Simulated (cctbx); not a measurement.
**Resonant diffraction in ScNi4Bi2**

Space group P4_2/mnm (no. 136), a = 7.5600 Å, b = 7.5600 Å, c = 3.7660 Å, α = 90.00°, β = 90.00°, γ = 90.00°.

| atom | mult. | x | y | z | Ueq (Å²) |
| --- | --- | --- | --- | --- | --- |
| Bi1 | 4 | 0.2917 | 0.2917 | 1/2 | 0.0029 |
| Ni1 | 8 | 0.0873 | 0.3367 | 0 | 0.0037 |
| Sc1 | 2 | 1/2 | 1/2 | 0 | 0.0067 |

This is a model crystal, built by substitution and not relaxed, with assumed displacement parameters.

Calculated with cctbx: free-atom f′ and f″ from the Sasaki tables, no fine structure; amplitudes in electrons.

```
E (eV)  F 0 3 1  F 0 0 2  F 1 1 1  F 2 2 0
  7733    137.7    398.8    182.5    197.5
  8083    140.1    391.9    184.6    198.3
  8213    142.5    386.1    186.9    199.3
  8273    145.0    380.5    189.2    200.4
  8303    147.5    374.9    191.7    201.6
  8318    150.1    369.3    194.2    202.8
  8325    152.5    364.2    196.5    203.9
  8329    155.0    358.7    199.0    205.1
  8337    154.2    361.2    198.1    204.7
  8341    151.2    367.4    195.3    203.3
  8348    148.6    372.9    192.7    202.1
  8363    145.7    378.8    189.9    200.7
  8393    142.8    384.7    187.1    199.4
  8483    139.0    392.3    183.3    197.5
  8733    134.6    400.0    178.9    195.2
```

**Question.** Which edge is crossed, and why do the reflections move as they do?

The K edge of Ni. The edge is at 8333 eV. f′ of Ni falls from -3.9 e at 8213 eV to -7.5 e at 4 eV below it, and f″ steps from 0.48 to 3.91 e across it. Over that approach |F| changes by +9 % (0 3 1), -7 % (0 0 2), +6 % (1 1 1) and +3 % (2 2 0): a reflection falls where Ni scatters in phase with the total and rises where it scatters against it; it hardly moves where the Ni term is small or cancels by symmetry. Above the edge the larger f″ enters the imaginary part, where it can add to or cancel the other atoms' f″. The structure is centrosymmetric, so Friedel mates stay equal.

[Logs are printed without paths, hosts, clocks, repeated set-up lines and the standing remarks that a program may print on its own settings, such as how far it seeks lower states.]
